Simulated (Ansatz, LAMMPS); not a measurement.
# Structural relaxation of Al77Cu23 (at. %) with crystalline order left by the classical run (87 atoms), part 2 of 2

How does Al77Cu23 (at. %) with crystalline order left by the classical run (87 atoms) relax, and what do bonds and levels look like afterwards?

Ansatz 0.2.0; Kohn-Sham DFT, RPBE, PAW (set soft_2), plane waves.

The cell: 67 Al and 20 Cu. The quench rate of 30 K/ps is orders of magnitude faster than experiment. The starting topology of bonds comes from the classical model.

So far. Step 3 (Relaxation): The relaxation changed the energy by -60.2 meV/atom, and atoms moved by 0.44 Å r.m.s., 0.94 Å at most.

## (5) Single point at the relaxed geometry

One more single point at the end of the walk gives the fuller output and checks the residual forces.

input.yaml reads:

```yaml
crystal:
  lattice:
    - [11.15635, 0.0, 0.0]
    - [0.0, 11.15635, 0.0]
    - [0.0, 0.0, 11.15635]
  atoms:
    - { symbol: Al, position: [0.91474, 0.27347, 0.40844] }
    - { symbol: Al, position: [0.38312, 0.37737, 0.32507] }
    - { symbol: Al, position: [0.64527, 0.59759, 0.40941] }
    - { symbol: Al, position: [0.25426, 0.50056, 0.92806] }
    - { symbol: Al, position: [0.15888, 0.85485, 0.70247] }
    - { symbol: Al, position: [0.45675, 0.33673, 0.8542] }
    - { symbol: Al, position: [0.43837, 0.9167, 0.10387] }
    - { symbol: Al, position: [0.91293, 0.32104, 0.16932] }
    - { symbol: Al, position: [0.05426, 0.07182, 0.2839] }
    - { symbol: Al, position: [0.46266, 0.17202, 0.42598] }
    - { symbol: Al, position: [0.82987, 0.22863, 0.6299] }
    - { symbol: Al, position: [0.80729, 0.5187, 0.06972] }
    - { symbol: Al, position: [0.00676, 0.54758, 0.91911] }
    - { symbol: Al, position: [0.52654, 0.6695, 0.59822] }
    - { symbol: Al, position: [0.42046, 0.85653, 0.70208] }
    - { symbol: Al, position: [0.43059, 0.09547, 0.7754] }
    - { symbol: Al, position: [0.03026, 0.58682, 0.16764] }
    - { symbol: Al, position: [0.29435, 0.04023, 0.57446] }
    - { symbol: Al, position: [0.30461, 0.91381, 0.90536] }
    - { symbol: Al, position: [0.03992, 0.08459, 0.56474] }
    - { symbol: Al, position: [0.6611, 0.30264, 0.09894] }
    - { symbol: Al, position: [0.41143, 0.84775, 0.44645] }
    - { symbol: Al, position: [0.6517, 0.74656, 0.05566] }
    - { symbol: Al, position: [0.27761, 0.77229, 0.23204] }
    - { symbol: Al, position: [0.12021, 0.57376, 0.70318] }
    - { symbol: Al, position: [0.47137, 0.16638, 0.17403] }
    - { symbol: Al, position: [0.07389, 0.32733, 0.60736] }
    - { symbol: Al, position: [0.78749, 0.64848, 0.61403] }
    - { symbol: Al, position: [0.15743, 0.88409, 0.44386] }
    - { symbol: Al, position: [0.67623, 0.06674, 0.75945] }
    - { symbol: Al, position: [0.85168, 0.50899, 0.3217] }
    - { symbol: Al, position: [0.39043, 0.60801, 0.38848] }
    - { symbol: Al, position: [0.41208, 0.65701, 0.05642] }
    - { symbol: Al, position: [0.80091, 0.11564, 0.24795] }
    - { symbol: Al, position: [0.58046, 0.25488, 0.62751] }
    - { symbol: Al, position: [0.62509, 0.48008, 0.72453] }
    - { symbol: Al, position: [0.30853, 0.15797, 0.97732] }
    - { symbol: Al, position: [0.31918, 0.2814, 0.64806] }
    - { symbol: Al, position: [0.36972, 0.51318, 0.70581] }
    - { symbol: Al, position: [0.40948, 0.39708, 0.08348] }
    - { symbol: Al, position: [0.67676, 0.83941, 0.48573] }
    - { symbol: Al, position: [0.88794, 0.44166, 0.7325] }
    - { symbol: Al, position: [0.0302, 0.82023, 0.23554] }
    - { symbol: Al, position: [0.99594, 0.74416, 0.55433] }
    - { symbol: Al, position: [0.77211, 0.64237, 0.85667] }
    - { symbol: Al, position: [0.52841, 0.68422, 0.84577] }
    - { symbol: Al, position: [0.86243, 0.93001, 0.65201] }
    - { symbol: Al, position: [0.6735, 0.99327, 0.08425] }
    - { symbol: Al, position: [0.1372, 0.30708, 0.84161] }
    - { symbol: Al, position: [0.71423, 0.29463, 0.85483] }
    - { symbol: Al, position: [0.20962, 0.21807, 0.43133] }
    - { symbol: Al, position: [0.0516, 0.92993, 0.91101] }
    - { symbol: Al, position: [0.58993, 0.52775, 0.19124] }
    - { symbol: Al, position: [0.71512, 0.0961, 0.4717] }
    - { symbol: Al, position: [0.30799, 0.01713, 0.29533] }
    - { symbol: Al, position: [0.8027, 0.90967, 0.89219] }
    - { symbol: Al, position: [0.22944, 0.23114, 0.19084] }
    - { symbol: Al, position: [0.10162, 0.40871, 0.32314] }
    - { symbol: Al, position: [0.16488, 0.72944, 0.01011] }
    - { symbol: Al, position: [0.89443, 0.92872, 0.40814] }
    - { symbol: Al, position: [0.57541, 0.97601, 0.30394] }
    - { symbol: Al, position: [0.0578, 0.15454, 0.03326] }
    - { symbol: Al, position: [0.78245, 0.75053, 0.26684] }
    - { symbol: Al, position: [0.14159, 0.63888, 0.39044] }
    - { symbol: Al, position: [0.64976, 0.32785, 0.34725] }
    - { symbol: Al, position: [0.94245, 0.12673, 0.81026] }
    - { symbol: Al, position: [0.90702, 0.74857, 0.03482] }
    - { symbol: Cu, position: [0.18243, 0.08124, 0.78387] }
    - { symbol: Cu, position: [0.60664, 0.49687, 0.96216] }
    - { symbol: Cu, position: [0.96468, 0.75323, 0.79017] }
    - { symbol: Cu, position: [0.65845, 0.82974, 0.71597] }
    - { symbol: Cu, position: [0.52379, 0.74752, 0.25815] }
    - { symbol: Cu, position: [0.92753, 0.33324, 0.93858] }
    - { symbol: Cu, position: [0.98471, 0.5176, 0.51713] }
    - { symbol: Cu, position: [0.50256, 0.44246, 0.51632] }
    - { symbol: Cu, position: [0.81493, 0.15217, 0.01137] }
    - { symbol: Cu, position: [0.92349, 0.97308, 0.10186] }
    - { symbol: Cu, position: [0.24602, 0.46331, 0.51589] }
    - { symbol: Cu, position: [0.52997, 0.01143, 0.57661] }
    - { symbol: Cu, position: [0.18563, 0.95065, 0.10361] }
    - { symbol: Cu, position: [0.55932, 0.14837, 0.95642] }
    - { symbol: Cu, position: [0.75989, 0.42871, 0.52558] }
    - { symbol: Cu, position: [0.11264, 0.38819, 0.07202] }
    - { symbol: Cu, position: [0.55305, 0.91663, 0.90317] }
    - { symbol: Cu, position: [0.2858, 0.6987, 0.58003] }
    - { symbol: Cu, position: [0.25717, 0.53838, 0.18809] }
    - { symbol: Cu, position: [0.29929, 0.6961, 0.82373] }
kpoints:
  mp_grid: { grid: [2, 2, 2] }
hamiltonian:
  xc: rpbe
scf:
  occupations: { method: fermi_dirac, width: 0.1 }
output:
  forces: true
  stress: true
  populations: intrinsic
  dos:
    method: { smearing: { sigma: 0.1 } }
    de: 0.1
    projected: { site_lists: { Al: [Al], Cu: [Cu] } }
  eigenvalues: true
  write_density: true
  write_potential: true
  volumetric_format: npy
  elf: true
```

Started as:

```sh
ansatz run input.yaml --threads 8 --pin off --max-ram 15872MiB --backend cpu --events-out ev --progress --plain --runs-dir out
```

Numbers of over 12 decimals in the logs are rounded to 6 here.

Log:

```text
[...]
Crystal: 87 atoms, lattice volume = 1388.566 Å³
Basis set: ecut = 420 eV, 27201 PW (Γ), exchange–correlation on 150×150×150 points (8 copies of the dense FFT grid, shifted against one another)
Bands: 378, of which v1, the nominal top of the filled ones, is band 291 counted from 1 (290 counted from 0)
Symmetry: 1 space group operations
[...]
k-points: 8
[...]
SCF iter   1: F=—  HF=-168817.081224 eV  |F-HF|=—  |Δ(HF+E_count)|=         —  Δρ=5.94e-3  dr2=4.17e-1  ethr=1.77e-3  ⟨swp⟩=6.2  Hψ=12557  notcnv=0  defer=152
[...]
SCF iter  10: F=-168817.037995 eV  HF=-168817.037995 eV  |F-HF|=1.39e-8  |Δ(HF+E_count)|=   3.44e-8  Δρ=1.48e-6  dr2=4.13e-8  ethr=1.72e-11  ⟨swp⟩=5.4  Hψ=16194  notcnv=0
SCF 1 converged in 10 iterations: F = -168817.037995 eV  dr2 = 4.13e-8
[...]
SCF converged after 10 iterations
Free energy (F): -168817.037995 eV
[...]
Internal energy: -168815.992440 eV  (E = F + TS)
E sigma→0 (E₀):  -168816.515217 eV
Entropy (-TS):   -1.045555 eV (-12.018 meV/atom)
Fermi energy:    9.269835 eV
[...]
--- Forces (eV/Å), atoms counted from 1 ---
  atom   1  Al    -0.00961479    -0.01256354    -0.00859447
  atom   2  Al    -0.00039723     0.01561776     0.01640508
  atom   3  Al    -0.00610139    -0.01461152    -0.00497771
  atom   4  Al     0.01879451     0.02241604     0.00907064
  atom   5  Al    -0.00206433    -0.00122192     0.01801688
  atom   6  Al     0.00161744    -0.00306705    -0.00310624
  atom   7  Al     0.00440597    -0.00970689    -0.00397804
  atom   8  Al    -0.00249106     0.01515162     0.03194192
  atom   9  Al     0.00335812    -0.00971965     0.00974140
  atom  10  Al    -0.00177157    -0.01694303     0.01327468
  atom  11  Al    -0.00338761    -0.00619270     0.00039113
  atom  12  Al     0.00544487     0.00117048    -0.00554155
  atom  13  Al     0.01936701     0.00788630    -0.00485932
  atom  14  Al    -0.01114672    -0.01136471     0.00100775
[...]
atom  86  Cu     0.01908228    -0.00135390     0.01540246
  atom  87  Cu    -0.00977687    -0.01386857     0.02570116
  max |Σ_I F_I| component: 5.01e-5 eV/Å
--- Stress (GPa, compression-positive) ---
        0.383692       0.064926       0.163502
        0.064926       0.413113       0.054797
        0.163502       0.054797       1.609860
  P = ⅓ Tr σ = 0.8022 GPa (8.022 kbar)
--- Band table (eV; the first three rows and the last of 8) ---
[...]
--- intrinsic populations: 87 sites ---
  site symbol       q [e]
     0     Al      3.0628
     1     Al      3.1988
     2     Al      3.2717
[...]
86     Cu     18.3687
  spilling = 0.000000 (of n_electrons = 581.000000)
```

Wall time 1.9 min (8 threads of Arm Neoverse V2, shared host); peak memory 12 GiB.

Numbers from this run:

```
free energy                             : -168817.0380 eV
free energy per atom                    : -1940.4257 eV/atom
SCF cycles                              : 10
pressure                                : 0.8022 GPa
r.m.s. force component                  : 0.0125 eV/Å
longest force                           : 0.05677 eV/Å
Fermi energy                            : 9.27 eV
levels partly filled by over 2 per cent : 107
```

States in the cell by windows of 0.5 eV, zero at the Fermi level; the larger projections on atomic orbitals stand beside the total:

```
from (eV)  to (eV)  total  Al p  Cu d  Al s
      -10     -9.5    3.2   1.3   0.0   1.5
     -9.5       -9    9.0   4.4   0.0   3.7
       -9     -8.5    3.9   2.0   0.0   1.5
     -8.5       -8    9.2   5.2   0.1   3.3
       -8     -7.5   10.1   5.7   0.2   3.5
     -7.5       -7    8.7   5.0   0.3   2.8
       -7     -6.5   12.0   6.9   0.6   3.7
     -6.5       -6    8.5   4.7   0.9   2.5
       -6     -5.5   17.5   9.2   2.5   4.8
     -5.5       -5   15.9   7.4   3.8   3.8
       -5     -4.5   20.3   7.6   8.6   3.3
     -4.5       -4   46.1   9.5  32.8   2.8
       -4     -3.5   81.7  10.0  68.8   1.9
     -3.5       -3   60.3   8.4  49.3   1.8
       -3     -2.5   25.4  10.1  12.3   2.3
     -2.5       -2   19.5  10.1   5.6   2.8
       -2     -1.5   16.6   9.0   3.2   3.3
     -1.5       -1   14.3   7.1   2.1   3.8
       -1     -0.5   15.9   9.3   1.4   3.8
     -0.5        0   18.5  10.2   1.4   4.9
        0      0.5   16.6   9.6   0.9   4.0
      0.5        1   16.2   9.1   0.8   4.0
        1      1.5   18.2  10.7   0.7   4.2
      1.5        2   21.1  11.7   0.6   5.0
        2      2.5   17.5   9.6   0.4   4.3
      2.5        3   19.5  10.6   0.4   4.5
```

Between -26 and -10 eV lie 5 more states.

The stored curve holds about 422 of the 581 electrons; the rest, give or take the few that broadening carries across the Fermi level, lie in deeper levels below its range.

The levels nearest the highest filled one (over half full), pooled over k-points and spins:

```
level less the highest filled one (eV)  occupation
                               -0.0246        1.13
                               -0.0229        1.12
                               -0.0196        1.10
                               -0.0183        1.09
                               -0.0023        1.02
                                     0        1.00
                                  0.01       0.954
                                0.0291        0.86
                                0.0401       0.806
                                0.0449       0.783
                                0.0469       0.774
                                0.0585        0.72
```

ELF in the bc plane at fractional x = 0.661, with atoms of Al and Cu within 0.2 Å of it. It is the smooth field of the valence electrons, not physical close to the nuclei.

Ten even steps from '_' (0.03) to '@' (0.79), each cell a mean:
```
++==--::::::--**####****==::::::::..::==++####**++++++==++++++
----::::::::==**##******==::::::::::--++**##**++==------------
============**##++::==**++--::::::--++######**==--::--------==
**++++**######**::..--####**++++++**########**==--------====++
++....--##%%####++++##%%%%%%****####********++--::..::::--++##
::__..__++%%##########%%%%**::..==**++======--::::==--::::==**
==..__::**########********--____::**++==----::..--@@@@--::--**
**++++**##########**++++**++--::++##**++====--::::++++::..--++
==++++++++**####****++++++**********++++++++++--::::::::::----
--======++**######**++==----====--====++****++++++****++==----
++**************++++==--::::::::----==************++==++**++==
####++==++##++==--------::..::--==++**##########==____..++****
##**--..--**++======++++==----++**==--==##%%%%##--__....++####
####++==++********++++****++++**++..____--######**--::++######
######******##%%**..__::++**++++==..____::##********##########
####**++====**##==__--__--**++++##**====**##**++++++++******##
####**==----==****--..--**##****%%%%##****++++++========++++**
@@%%**==::::--**%%@@@@%%%%######%%%%##++======++++==----==**%%
@@%%**==::::--**%%@@@@%%##******++++++==--==++**++==----++##@@
@@%%**==::::==**##%%%%%%##****++++++++====++**####++----++%%@@
--==++==::--====......++##****##%%%%**++++**######**++****++--
..__==++--==++--__::__--##******####**++**==..__..**%%%%##::__
__::**++====****::....**##++==--======++++::__::__++%%%%%%--__
==++**==----++**##****##++--::::::::--==++++..__::**########++
```
Columns run along b (11.2 Å), rows up along c (11.2 Å). Atoms in or near the plane, at fractional coordinates: Al at (0.60, 0.41), Al at (0.30, 0.10), Al at (0.75, 0.06), Al at (0.07, 0.76), Al at (0.84, 0.49), Al at (0.99, 0.08), Al at (0.33, 0.35), Cu at (0.83, 0.72).

Valence density in the bc plane at fractional x = 0.661, with atoms of Al and Cu within 0.2 Å of it. It is the smooth field of the valence electrons, not physical close to the nuclei.

Ten steps, logarithmic in the rise over the least value, from '0' (0 e/Å³) to '9' (40 e/Å³), each cell a mean:
```
0000000000000134310000000000000
0000000000000123310000000000000
0000000000000001100000000000000
0000000000000000000000000000000
0000000000000000000000000111000
0000000000000000000000013663100
0000000000000000000000026996200
0000000000000000000000014774100
0000000000000000000000001221000
0000000000000000000000000000000
0000000000000000000000000000000
0000000000000000000000000000000
0000000000000000000000000000000
0000000000000000000000000000000
0000000000000000000000000000000
0000000000000000000000000000000
0000000000000000000000000000000
0000000000000000000000000000000
0000000000000000000000000000000
0000000000000000000000000000000
0000000000000000000000000000000
0000000000000000000000000000000
0000000000000000000000000000000
0000000000000012210000000000000
```
Columns run along b (11.2 Å), rows up along c (11.2 Å). Atoms in or near the plane, at fractional coordinates: Al at (0.60, 0.41), Al at (0.30, 0.10), Al at (0.75, 0.06), Al at (0.07, 0.76), Al at (0.84, 0.49), Al at (0.99, 0.08), Al at (0.33, 0.35), Cu at (0.83, 0.72).

Within 0.4 eV of the Fermi level the largest share is Al p (60 % of the projected weight).

The surroundings of Al31, which has 11 bonded neighbours where the commonest count for Al is 12, nearest first, numbered as they follow in the input and with coordinates relative to it.

```
atom      x      y      z  distance (Å)  bonds
Al31   0.00   0.00   0.00          0.00     11
Cu74   1.48   0.10   2.18          2.64     11
Cu82  -1.02  -0.90   2.27          2.65     11
 Al3  -2.30   0.99   0.98          2.69     11
Al17   1.99   0.87  -1.72          2.77     12
 Al8   0.68  -2.10  -1.70          2.78     12
Al12  -0.50   0.11  -2.81          2.86     12
Al63  -0.77   2.69  -0.61          2.87     13
 Al1   0.70  -2.63   0.97          2.89     13
Al58   2.79  -1.12   0.02          3.00     13
Al65  -2.25  -2.02   0.29          3.04     13
Al53  -2.92   0.21  -1.46          3.27     13
Al64   3.23   1.45   0.77          3.63     11
Al28  -0.72   1.56   3.26          3.68     12
```

The column of bonds counts only the pairs Al-Al within 3.52 Å, Al-Cu within 3.52 Å, Cu-Cu within 3.52 Å; other neighbours, such as metal atoms beside each other in a compound, aren't counted, and periodic images can show an atom twice.

## (6) Results

```
energy change in the relaxation : -60.17 meV/atom
r.m.s. displacement             : 0.442 Å
largest displacement            : 0.945 Å
free energy per atom            : -1940.4257 eV/atom
pressure                        : 0.8022 GPa
r.m.s. force component          : 0.0125 eV/Å
wall time of the 2 DFT runs     : 12 min
```

Relaxation lowers the energy by 60.2 meV/atom and moves atoms by 0.44 Å r.m.s. By the final cutoffs 48 of 543 bonded pairs parted and 21 joined. First to last step the energy falls by 5.235 eV; the largest move, 0.94 Å, is that of Al48. With the cutoffs above, 51 % of Al atoms have 12 and 60 % of Cu atoms have 11 bonded neighbours. 107 levels are partly filled, by over 2 % (on the run's k-points), as in a metal.

**Limits.** The network of bonds at the start is that of the classical potential that made the cell; in DFT 48 of its 543 bonded pairs passed out of the cutoffs and 21 came within them.

[Logs are printed without paths, hosts, clocks, repeated set-up lines and the standing remarks that a program may print on its own settings, such as how far it seeks lower states.]

[Hosts, paths, dates, database ids (printed as entryN), source tags and the programs' standing remarks are cut or masked in the printed files.]
